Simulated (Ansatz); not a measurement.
# ScPd (Pm-3m): from the cell to its phonons

Aim: the vibrations of ScPd (Pm-3m), their spectra, and whether the structure is stable.

Main program and level: Ansatz 0.2.0; DFT PBEsol, scalar-relativistic, plane waves, PAW; PAW set soft_1.

## Step 1: The structure

The structure is cubic, space group Pm-3m (No. 221). The conventional cell has a = 3.283 Å, b = 3.283 Å, c = 3.283 Å, α = 90.00°, β = 90.00°, γ = 90.00°. Sc has 8 Pd at 2.84 Å nearest. Pd has 8 Sc at 2.84 Å nearest. Farther neighbours are not listed.

## Step 2: Relaxation

Harmonic phonons are second derivatives at a point where the forces vanish, and they are wanted at zero stress, so atoms and cell are relaxed first.

Input file input.yaml:

```yaml
crystal:
  lattice:
    - [3.283, 0.0, 0.0]
    - [0.0, 3.283, 0.0]
    - [0.0, 0.0, 3.283]
  atoms:
    - { symbol: Sc, position: [0.5, 0.5, 0.5] }
    - { symbol: Pd, position: [0.0, 0.0, 0.0] }
kpoints:
  mp_grid: { grid: [12, 12, 12] }
hamiltonian:
  xc: pbesol
  pseudopotentials: { kind: paw, azcp: { folder: soft_1 }, xc_functional: pbe }
scf:
  occupations: { method: gaussian, width: 0.1 }
output:
  forces: true
  stress: true
  eigenvalues: true
  write_density: true
  write_potential: true
  elf: true
  volumetric_format: npy
relax:
  adjacent_minimum: "off"
  f_tol: 0.005
  max_steps: 80
  cell: { stress_tol: 0.05 }
```

Command:

```console
$ ansatz run input.yaml --threads 4 --pin off --max-ram 10240MiB --backend cpu --events-out ev --progress --plain --runs-dir out
```

Numbers of over 12 decimals in the logs are rounded to 6 here.

The log of the run:

```text
Engine: ansatz 0.2.0, x86_64-unknown-linux-gnu
Pseudopotentials: kind: paw
Pseudopotential: Sc, paw, valence charge 11, recommended cutoff 420 eV (normal), soft_1/Sc.paw.azcp
Pseudopotential: Pd, paw, valence charge 18, recommended cutoff 420 eV (normal), soft_1/Pd.paw.azcp
Functional definition: PBEsol
  exchange = pbesol_x
  correlation = pbesol_c
Crystal: 2 atoms, lattice volume = 35.384 Å³
Basis set: ecut = 420 eV, 739 PW (Γ), exchange–correlation on 48×48×48 points (8 copies of the dense FFT grid, shifted against one another)
Bands: 19, of which v1, the nominal top of the filled ones, is band 15 counted from 1 (14 counted from 0)
Symmetry: 48 space group operations
Space group: Pm-3m (ITA 221), of the structure as read, at distance tolerance 3.3e-5 Å
k-points: 84 of 1728
Non-local potential: Sc, projectors of the file, l = 0: 3, l = 1: 2, l = 2: 3, l = 3: 1
Non-local potential: Pd, projectors of the file, l = 0: 2, l = 1: 2, l = 2: 2, l = 3: 1
PAW form: soft (Blöchl's): semilocal exchange-correlation on the pseudo side does not see the compensation charge
PAW frozen core: Sc, regenerated for the run's functional, and the local potential with it (the file was generated under x = pbe(κ = 0.804, μ = 0.219515), c = pbe(β = 0.066725))
PAW frozen core: Pd, regenerated for the run's functional, and the local potential with it (the file was generated under x = pbe(κ = 0.804, μ = 0.219515), c = pbe(β = 0.066725))
PAW one-centre angular grid: Sc, 590 points (default); XC on 64 Gauss nodes
PAW one-centre angular grid: Pd, 590 points (default); XC on 64 Gauss nodes
Initial density: superposition of atomic densities (chi_scale 0.1, normalization cell, long waves kept (reshape's long-wave potential 0.00 eV rms))
Initial wavefunctions: pseudopotential atomic-orbital guess
Functional: x = pbesol(κ = 0.804, μ = 0.123457), c = pbesol(β = 0.046)
SCF iter   1: F=—  HF=-9034.396607 eV  |F-HF|=—  |Δ(HF+E_count)|=         —  Δρ=5.77e-1  dr2=2.08e2  ethr=3.10e-3  ⟨swp⟩=4.5  Hψ=6413  notcnv=0
preconditioner: auto → none  [metal: Δε(μ)=0.018 eV  Ē_g=3.807 eV  σ=0.100 eV  W_gap=0.10  n_scr=6 (ndim 8)  ℏωp=22.5 eV  f_vac=0.000  D(μ)=3.19/eV (n_scr^D=32)  sad-step TF]
SCF iter   2: F=—  HF=-9026.323599 eV  |F-HF|=—  |Δ(HF+E_count)|=    8.07e0  Δρ=4.09e-1  dr2=1.09e2  ethr=3.10e-3  ⟨swp⟩=2.6  Hψ=3916  notcnv=0  defer=29
SCF iter   3: F=—  HF=-9020.385827 eV  |F-HF|=—  |Δ(HF+E_count)|=    5.94e0  Δρ=9.12e-2  dr2=4.32e0  ethr=3.10e-3  ⟨swp⟩=3.2  Hψ=4141  notcnv=0  defer=22
SCF iter   4: F=—  HF=-9019.970904 eV  |F-HF|=—  |Δ(HF+E_count)|=   4.15e-1  Δρ=3.25e-2  dr2=5.85e-1  ethr=3.10e-3  ⟨swp⟩=2.5  Hψ=3160  notcnv=0  defer=17
SCF iter   5: F=—  HF=-9019.897451 eV  |F-HF|=—  |Δ(HF+E_count)|=   7.35e-2  Δρ=2.29e-2  dr2=1.74e-1  ethr=2.02e-3  ⟨swp⟩=2.2  Hψ=2418  notcnv=0  defer=22
SCF iter   6: F=—  HF=-9019.876436 eV  |F-HF|=—  |Δ(HF+E_count)|=   2.10e-2  Δρ=8.37e-3  dr2=4.51e-2  ethr=6.00e-4  ⟨swp⟩=2.4  Hψ=2425  notcnv=0  defer=22
SCF iter   7: F=—  HF=-9019.870353 eV  |F-HF|=—  |Δ(HF+E_count)|=   6.08e-3  Δρ=3.80e-3  dr2=9.26e-3  ethr=1.56e-4  ⟨swp⟩=1.4  Hψ=1901  notcnv=0  defer=22
SCF iter   8: F=—  HF=-9019.868852 eV  |F-HF|=—  |Δ(HF+E_count)|=   1.50e-3  Δρ=8.21e-4  dr2=4.62e-4  ethr=3.19e-5  ⟨swp⟩=1.7  Hψ=1775  notcnv=0  defer=22
SCF iter   9: F=—  HF=-9019.868776 eV  |F-HF|=—  |Δ(HF+E_count)|=   7.52e-5  Δρ=1.06e-4  dr2=7.27e-6  ethr=1.59e-6  ⟨swp⟩=1.8  Hψ=1864  notcnv=0  defer=22
SCF iter  10: F=—  HF=-9019.868784 eV  |F-HF|=—  |Δ(HF+E_count)|=   7.66e-6  Δρ=4.30e-6  dr2=6.88e-9  ethr=3.45e-10  ⟨swp⟩=7.8  Hψ=10748  notcnv=0
SCF iter  11: F=-9019.868784 eV  HF=-9019.868784 eV  |F-HF|=7.28e-12  |Δ(HF+E_count)|=   2.11e-9  Δρ=1.62e-7  dr2=1.21e-11  ethr=2.37e-11  ⟨swp⟩=4.1  Hψ=7801  notcnv=0
SCF 1 converged in 11 iterations: F = -9019.868784 eV  dr2 = 1.21e-11
  greatest PAW one-centre occupation: 0.999 electrons in one spin orbital (limit 2), on the Pd atom at site 1 (counted from 0), in its partial waves of l = 0
relax step   1: F+E_penalty+E_count = -9019.86878410 eV  Δ(F+E_penalty+E_count) = +0.000e0 eV  max|allowed force component| = 1.870e-29 eV/Å  Δτ_max = 0.0000 Å  P = -1.683 GPa  Ω = 35.384 Å³  (11 SCF iters, accepted)
Crystal: 2 atoms, lattice volume = 34.206 Å³
Basis set: ecut = 420 eV, 691 PW (Γ), exchange–correlation on 48×48×48 points (8 copies of the dense FFT grid, shifted against one another)
Initial density: handed on by an earlier stage of this run
Initial wavefunctions: those handed on with the density
iter 1 solved again at ethr=2.94e-4 eV; its pass at ethr=3.10e-3 eV (dr2=8.53e-2 eV) is discarded
SCF iter   1: F=—  HF=-9019.878213 eV  |F-HF|=—  |Δ(HF+E_count)|=         —  Δρ=1.14e-2  dr2=8.00e-2  ethr=2.94e-4  ⟨swp⟩=1.0  Hψ=8100  notcnv=0
preconditioner: auto → none  [metal: Δε(μ)=0.008 eV  Ē_g=5.204 eV  σ=0.100 eV  W_gap=0.04  n_scr=6 (ndim 8)  ℏωp=22.9 eV  f_vac=0.000  D(μ)=1.62/eV (n_scr^D=18)]
SCF iter   2: F=—  HF=-9019.867897 eV  |F-HF|=—  |Δ(HF+E_count)|=   1.03e-2  Δρ=3.68e-3  dr2=9.02e-3  ethr=2.76e-4  ⟨swp⟩=1.1  Hψ=1614  notcnv=0
SCF iter   3: F=—  HF=-9019.866189 eV  |F-HF|=—  |Δ(HF+E_count)|=   1.71e-3  Δρ=1.21e-3  dr2=8.64e-4  ethr=3.11e-5  ⟨swp⟩=1.6  Hψ=1716  notcnv=0
SCF iter   4: F=—  HF=-9019.866059 eV  |F-HF|=—  |Δ(HF+E_count)|=   1.30e-4  Δρ=1.44e-4  dr2=4.89e-6  ethr=2.98e-6  ⟨swp⟩=2.0  Hψ=1939  notcnv=0
SCF iter   5: F=—  HF=-9019.866071 eV  |F-HF|=—  |Δ(HF+E_count)|=   1.20e-5  Δρ=2.59e-5  dr2=3.23e-7  ethr=1.69e-8  ⟨swp⟩=2.1  Hψ=2064  notcnv=0
SCF iter   6: F=-9019.866071 eV  HF=-9019.866071 eV  |F-HF|=1.91e-9  |Δ(HF+E_count)|=   5.15e-8  Δρ=2.60e-6  dr2=2.67e-9  ethr=6.90e-10  ⟨swp⟩=7.6  Hψ=9131  notcnv=0
SCF 2 converged in 6 iterations: F = -9019.866071 eV  dr2 = 2.67e-9
relax step   2: F+E_penalty+E_count = -9019.86607118 eV  Δ(F+E_penalty+E_count) = +2.713e-3 eV  max|allowed force component| = 7.626e-30 eV/Å  Δτ_max = 0.0000 Å  P = +2.588 GPa  Ω = 34.206 Å³  energy of the carried Pulay correction = +1.417e-4 eV  (6 SCF iters, dr2 threshold 2.00e-7 eV, rejected (line search))
Crystal: 2 atoms, lattice volume = 34.910 Å³
iter 1 solved again at ethr=9.07e-5 eV; its pass at ethr=3.10e-3 eV (dr2=2.63e-2 eV) is discarded
SCF iter   1: F=—  HF=-9019.875882 eV  |F-HF|=—  |Δ(HF+E_count)|=         —  Δρ=6.60e-3  dr2=2.74e-2  ethr=9.07e-5  ⟨swp⟩=1.0  Hψ=8118  notcnv=0
preconditioner: auto → none  [metal: Δε(μ)=0.034 eV  Ē_g=5.313 eV  σ=0.100 eV  W_gap=0.19  n_scr=6 (ndim 8)  ℏωp=22.7 eV  f_vac=0.000  D(μ)=1.32/eV (n_scr^D=6)]
SCF iter   2: F=—  HF=-9019.871977 eV  |F-HF|=—  |Δ(HF+E_count)|=   3.91e-3  Δρ=1.94e-3  dr2=2.48e-3  ethr=9.07e-5  ⟨swp⟩=1.2  Hψ=1623  notcnv=0
SCF iter   3: F=—  HF=-9019.871465 eV  |F-HF|=—  |Δ(HF+E_count)|=   5.12e-4  Δρ=5.82e-4  dr2=2.03e-4  ethr=8.56e-6  ⟨swp⟩=1.9  Hψ=1866  notcnv=0
SCF iter   4: F=—  HF=-9019.871433 eV  |F-HF|=—  |Δ(HF+E_count)|=   3.24e-5  Δρ=8.57e-5  dr2=1.17e-6  ethr=7.01e-7  ⟨swp⟩=2.0  Hψ=1953  notcnv=0
SCF iter   5: F=—  HF=-9019.871445 eV  |F-HF|=—  |Δ(HF+E_count)|=   1.19e-5  Δρ=1.01e-5  dr2=2.41e-8  ethr=4.03e-9  ⟨swp⟩=2.3  Hψ=2407  notcnv=0
SCF iter   6: F=—  HF=-9019.871445 eV  |F-HF|=—  |Δ(HF+E_count)|=   3.50e-9  Δρ=8.40e-7  dr2=2.00e-10  ethr=8.32e-11  ⟨swp⟩=2.7  Hψ=2557  notcnv=0
SCF iter   7: F=-9019.871445 eV  HF=-9019.871445 eV  |F-HF|=9.09e-12  |Δ(HF+E_count)|=  3.64e-12  Δρ=1.59e-7  dr2=1.00e-11  ethr=1.00e-12  ⟨swp⟩=5.0  Hψ=6182  notcnv=0
SCF 3 converged in 7 iterations: F = -9019.871445 eV  dr2 = 1.00e-11
relax step   3: F+E_penalty+E_count = -9019.87144456 eV  Δ(F+E_penalty+E_count) = -2.660e-3 eV  max|allowed force component| = 5.900e-30 eV/Å  Δτ_max = 0.0000 Å  P = -0.058 GPa  Ω = 34.910 Å³  energy of the carried Pulay correction = +5.642e-5 eV  (7 SCF iters, accepted)
[...]
relax step   4: F+E_penalty+E_count = -9019.87144948 eV  Δ(F+E_penalty+E_count) = -4.920e-6 eV  max|allowed force component| = 2.866e-29 eV/Å  Δτ_max = 0.0000 Å  P = +0.001 GPa  Ω = 34.894 Å³  energy of the carried Pulay correction = +5.841e-5 eV  (6 SCF iters, accepted)
Initial wavefunctions: pseudopotential atomic-orbital guess (no wavefunctions were taken with the density)
iter 1 solved again at ethr=1.91e-8 eV; its pass at ethr=3.10e-3 eV (dr2=5.53e-6 eV) is discarded
SCF iter   1: F=—  HF=-9019.871377 eV  |F-HF|=—  |Δ(HF+E_count)|=         —  Δρ=1.47e-5  dr2=1.36e-8  ethr=1.91e-8  ⟨swp⟩=2.7  Hψ=10647  notcnv=0
preconditioner: auto → none  [metal: Δε(μ)=0.036 eV  Ē_g=5.231 eV  σ=0.100 eV  W_gap=0.20  n_scr=6 (ndim 8)  ℏωp=22.7 eV  f_vac=0.000  D(μ)=1.39/eV (n_scr^D=6)]
SCF iter   2: F=—  HF=-9019.871391 eV  |F-HF|=—  |Δ(HF+E_count)|=   1.33e-5  Δρ=6.63e-6  dr2=2.82e-9  ethr=4.69e-11  ⟨swp⟩=2.0  Hψ=2817  notcnv=0
SCF iter   3: F=—  HF=-9019.871391 eV  |F-HF|=—  |Δ(HF+E_count)|=   3.36e-9  Δρ=1.61e-6  dr2=2.85e-10  ethr=9.74e-12  ⟨swp⟩=2.0  Hψ=2120  notcnv=0
iter 4 did not close the SCF: its close was put off for the readings that it lacked (scf_convergence_deferred on its scf_iter line)
SCF iter   4: F=-9019.871391 eV  HF=-9019.871391 eV  |F-HF|=7.28e-12  |Δ(HF+E_count)|=  1.71e-10  Δρ=2.65e-7  dr2=7.17e-12  ethr=1.00e-12  ⟨swp⟩=2.3  Hψ=2682  notcnv=0
iter 5 did not close the SCF: its close was put off for the readings that it lacked (scf_convergence_deferred on its scf_iter line)
SCF iter   5: F=-9019.871391 eV  HF=-9019.871391 eV  |F-HF|=0.00e0  |Δ(HF+E_count)|=  7.28e-12  Δρ=3.74e-8  dr2=4.40e-13  ethr=1.00e-12  ⟨swp⟩=1.0  Hψ=1596  notcnv=0
iter 6 did not close the SCF: its close was put off for the readings that it lacked (scf_convergence_deferred on its scf_iter line)
SCF iter   6: F=-9019.871391 eV  HF=-9019.871391 eV  |F-HF|=3.64e-12  |Δ(HF+E_count)|=  3.64e-12  Δρ=3.38e-9  dr2=1.56e-15  ethr=1.00e-12  ⟨swp⟩=1.0  Hψ=1596  notcnv=0
iter 7 did not close the SCF: its close was put off for the readings that it lacked (scf_convergence_deferred on its scf_iter line)
SCF iter   7: F=-9019.871391 eV  HF=-9019.871391 eV  |F-HF|=3.64e-12  |Δ(HF+E_count)|=    0.00e0  Δρ=7.80e-10  dr2=4.20e-17  ethr=1.00e-12  ⟨swp⟩=1.0  Hψ=1596  notcnv=0
SCF iter   8: F=-9019.871391 eV  HF=-9019.871391 eV  |F-HF|=1.82e-12  |Δ(HF+E_count)|=  1.82e-12  Δρ=7.95e-11  dr2=8.53e-19  ethr=1.00e-12  ⟨swp⟩=1.0  Hψ=3532  notcnv=0
SCF 5 converged in 8 iterations: F = -9019.871391 eV  dr2 = 8.53e-19
relax step   5: F+E_penalty+E_count = -9019.87139072 eV  Δ(F+E_penalty+E_count) = +5.876e-5 eV  max|allowed force component| = 1.775e-29 eV/Å  Δτ_max = 0.0000 Å  P = +0.003 GPa  Ω = 34.894 Å³  stress off target by 3.49e-3 GPa  SCF on the basis re-selected at this cell (its energy is not comparable with the rows above)  (8 SCF iters)
basis re-selected at this cell: Δ(F+E_penalty+E_count) = +5.876e-5 eV, ΔP = +0.002 GPa vs the last step (what re-selecting the basis moved, of the pressure what is left beyond the Pulay correction that the steps carried, after the strain that the cell walked since its last selection, with what the two solves' SCF thresholds leave and, on support functions, any second-order correction that the steps lacked; it is no m [...]
SCF converged after 8 iterations
Free energy (F): -9019.871391 eV
Harris-Foulkes:  -9019.871391 eV  (|F-HF|=1.82e-12)
Internal energy: -9019.864442 eV  (E = F + TS)
E sigma→0 (E₀):  -9019.867916 eV
Entropy (-TS):   -0.006949 eV (-3.475 meV/atom)
Fermi energy:    15.449434 eV
--- Per-component energies (eV) ---
  E_band       = -337.047446
  E_kinetic    = 657.543458
  E_local      = -2920.362481  (includes V_loc(G=0)·N_el)
  E_nonlocal   = 513.490931
  E_hartree    = 1146.353424
  E_xc         = -224.263063
  E_vxc        = -281.786921  (∫ρ·V_xc dr)
  E_paw        = -4711.494972  (= ΣΔE_a)
  E_vpaw       = -598.639540  (= ΣTr[D̂ρ^β])
  E_aug_tail   = 0.000260  (compensation charges beyond the density's cutoff)
  E_ewald      = -3481.563548
  E_core_change = 0.431550  (= ΣΔE_core)
  E_smearing   = -0.006949  (= −TS)
  E_closure    = 0.000000  (closes the sum)
  Σ components = -9019.871391   (vs F -9019.871391, Δ=0.00e0)
--- Forces (eV/Å), atoms counted from 1 ---
  atom   1  Sc     0.00000000     0.00000000     0.00000000
  atom   2  Pd    -0.00000000    -0.00000000    -0.00000000
  max |Σ_I F_I| component: 3.18e-29 eV/Å
--- Stress (GPa, compression-positive) ---
        0.003488       0.000000      -0.000000
        0.000000       0.003488      -0.000000
       -0.000000      -0.000000       0.003488
  P = ⅓ Tr σ = 0.0035 GPa (0.035 kbar)
--- Band table (eV; the first three rows and the last of 84) ---
  k-point 0: bands = [... 11 lower, 12.5615, 12.5615, 12.5615, 16.6361, 16.6361, 18.7851, 18.7851, 18.7851]
  k-point 1: bands = [... 11 lower, 12.5404, 12.5404, 12.5793, 16.5654, 16.6547, 18.5711, 18.5711, 18.7515]
  k-point 2: bands = [... 11 lower, 12.4840, 12.4840, 12.6287, 16.3674, 16.6677, 18.0922, 18.0922, 18.6590]
  k-point 83: bands = [... 11 lower, 13.5023, 13.5023, 14.2831, 14.2831, 14.2831, 19.1882, 19.1882, 21.1721]
--- Relaxed structure (4 steps of the walk, 3 accepted, 1 SCFs on fresh bases) ---
  F+E_penalty+E_count = -9019.87139072 eV   max|allowed force component| = 1.775e-29 eV/Å   (the final SCF, on the basis selected at the relaxed cell)
  cell:  # Å, volume = 34.8939 Å³
    - [3.267756, 0, 0]
    - [0, 3.267756, 0.0]
    - [0, 0.0, 3.267756]
  atoms:
    - { symbol: Sc, position: [0.500000, 0.500000, 0.500000] }
    - { symbol: Pd, position: [0, 0, 0] }
```

Run time: 1.8 s. Hardware: 4 threads of AMD EPYC 9R45, shared host; peak memory 0.45 GiB; 6 s of CPU time.

The steps of the relaxation:

```tsv
step	energy less that of the first step (eV)	largest force component (eV/Å)	pressure (GPa)	volume (Å³)
1	0.0000	0.0000	-1.68	35.38
2	0.0027	0.0000	2.59	34.21
3	-0.0027	0.0000	-0.06	34.91
4	-0.0027	0.0000	0.00	34.89
5*	-0.0026	0.0000	0.00	34.89
```

Relaxation steps marked * repeat the geometry before them on a plane-wave basis chosen anew for their cell, so energy and pressure can jump there. Relaxation step 2 was tried and not accepted.

The run keeps the 48 symmetry operations that it works with, so distortions that break them were not tested.

```tsv
conventional cell, symmetrised	before	after	change
a (Å)	3.283	3.268	-0.5 %
b (Å)	3.283	3.268	-0.5 %
c (Å)	3.283	3.268	-0.5 %
volume (Å³/atom)	17.69	17.45	-1.4 %
```

Final coordinates:

```xyz
2
Lattice="3.2678 0.0000 0.0000 0.0000 3.2678 0.0000 0.0000 0.0000 3.2678" Properties=species:S:1:pos:R:3 pbc="T T T"
Sc    1.6339    1.6339    1.6339
Pd    0.0000    0.0000    0.0000
```

Numbers from this step:

* pressure: 0.003488 GPa
* volume per atom: 17.45 Å³
* gap on the k-mesh: 0 eV

ELF in the ac plane at fractional y = 0.500, with atoms of Sc within 0.2 Å of it. It is the smooth field of the valence electrons, not physical close to the nuclei.

Ten even steps from '0' (0.06) to '9' (0.69):
```
33444321001234443
44443200000023444
44431000000001344
44310013443100134
43200268998620023
32001699999961002
21003897447983001
10004994004994000
10004994004994000
21003897447983001
32001699999961002
43200268998620023
44310013443100134
44431000000001344
44443200000023444
33444321001234443
33444432112344443
```
Columns run along a (3.3 Å), rows up along c (3.3 Å). Atoms in or near the plane, at fractional coordinates: Sc at (0.50, 0.50).

Valence density in the ac plane at fractional y = 0.500, with atoms of Sc within 0.2 Å of it. It is the smooth field of the valence electrons, not physical close to the nuclei.

Values in e/Å³, 14 rows by 14 columns, each cell a mean:
```
0.2 0.2 0.2 0.2 0.1 0.1 0.1 0.1 0.1 0.1 0.1 0.2 0.2 0.2
0.2 0.2 0.2 0.2 0.2 0.2 0.2 0.2 0.2 0.2 0.2 0.2 0.2 0.2
0.2 0.2 0.2 0.2 0.2 0.3 0.4 0.4 0.4 0.3 0.2 0.2 0.2 0.2
0.1 0.1 0.2 0.2 0.4 0.8 1.3 1.6 1.3 0.7 0.3 0.2 0.2 0.1
0.1 0.1 0.2 0.3 0.8 2.3 3.8 4.4 3.7 1.9 0.7 0.3 0.2 0.1
0.1 0.1 0.2 0.4 1.6 4.4 6.7 7.5 6.5 3.7 1.3 0.4 0.2 0.1
0.1 0.1 0.2 0.5 2.0 5.2 7.7 8.5 7.5 4.4 1.6 0.4 0.2 0.1
0.1 0.1 0.2 0.4 1.7 4.5 6.9 7.7 6.7 3.8 1.3 0.4 0.2 0.1
0.1 0.1 0.2 0.3 1.0 2.8 4.5 5.2 4.4 2.3 0.8 0.3 0.2 0.1
0.1 0.1 0.2 0.2 0.4 1.0 1.7 2.0 1.6 0.8 0.4 0.2 0.2 0.1
0.2 0.2 0.2 0.2 0.2 0.3 0.4 0.5 0.4 0.3 0.2 0.2 0.2 0.2
0.2 0.2 0.2 0.2 0.2 0.2 0.2 0.2 0.2 0.2 0.2 0.2 0.2 0.2
0.2 0.2 0.2 0.2 0.1 0.1 0.1 0.1 0.1 0.1 0.1 0.2 0.2 0.2
0.2 0.2 0.2 0.2 0.1 0.1 0.1 0.1 0.1 0.1 0.1 0.2 0.2 0.2
```
Columns run along a (3.3 Å), rows up along c (3.3 Å). Atoms in or near the plane, at fractional coordinates: Sc at (0.50, 0.50).

Electrostatic potential energy in the ac plane at fractional y = 0.500, with atoms of Sc within 0.2 Å of it. With pseudopotentials it is smooth inside the atoms' cores, unlike the true potential.

Values in eV, 14 rows by 14 columns, each cell a mean:
```
 18  18  18  17  16  15  14  14  14  15  16  17  18  18
 18  18  17  16  14  12  11  10  11  13  15  16  17  18
 17  17  16  14  11   7   3   2   3   8  12  14  16  17
 17  16  14  11   5  -4 -11 -13 -10  -2   6  12  15  16
 16  15  12   7  -5 -19 -28 -31 -27 -16  -2   8  13  15
 15  14  10   2 -14 -31 -40 -43 -40 -27 -10   3  11  14
 15  14  10   0 -17 -35 -43 -43 -43 -31 -13   2  10  14
 15  14  10   1 -14 -32 -41 -43 -40 -28 -11   3  11  14
 16  15  12   5  -7 -22 -32 -35 -31 -19  -4   7  12  15
 17  16  14  10   3  -7 -14 -17 -14  -5   5  11  14  16
 17  17  16  14  10   5   1   0   2   7  11  14  16  17
 18  18  17  16  14  12  10  10  10  12  14  16  17  18
 18  18  18  17  16  15  14  14  14  15  16  17  18  18
 18  18  18  17  17  16  15  15  15  16  17  17  18  18
```
Columns run along a (3.3 Å; values clipped at the 3rd and 97th percentile), rows up along c (3.3 Å). Atoms in or near the plane, at fractional coordinates: Sc at (0.50, 0.50).

In this step the volume went from 17.69 to 17.45 Å³/atom.

(Part 1 of 3 ends here.)

[Logs are printed without paths, hosts, clocks, repeated set-up lines and the standing remarks that a program may print on its own settings, such as how far it seeks lower states.]

[Hosts, paths, dates, database ids (printed as entryN), source tags and the programs' standing remarks are cut or masked in the printed files.]
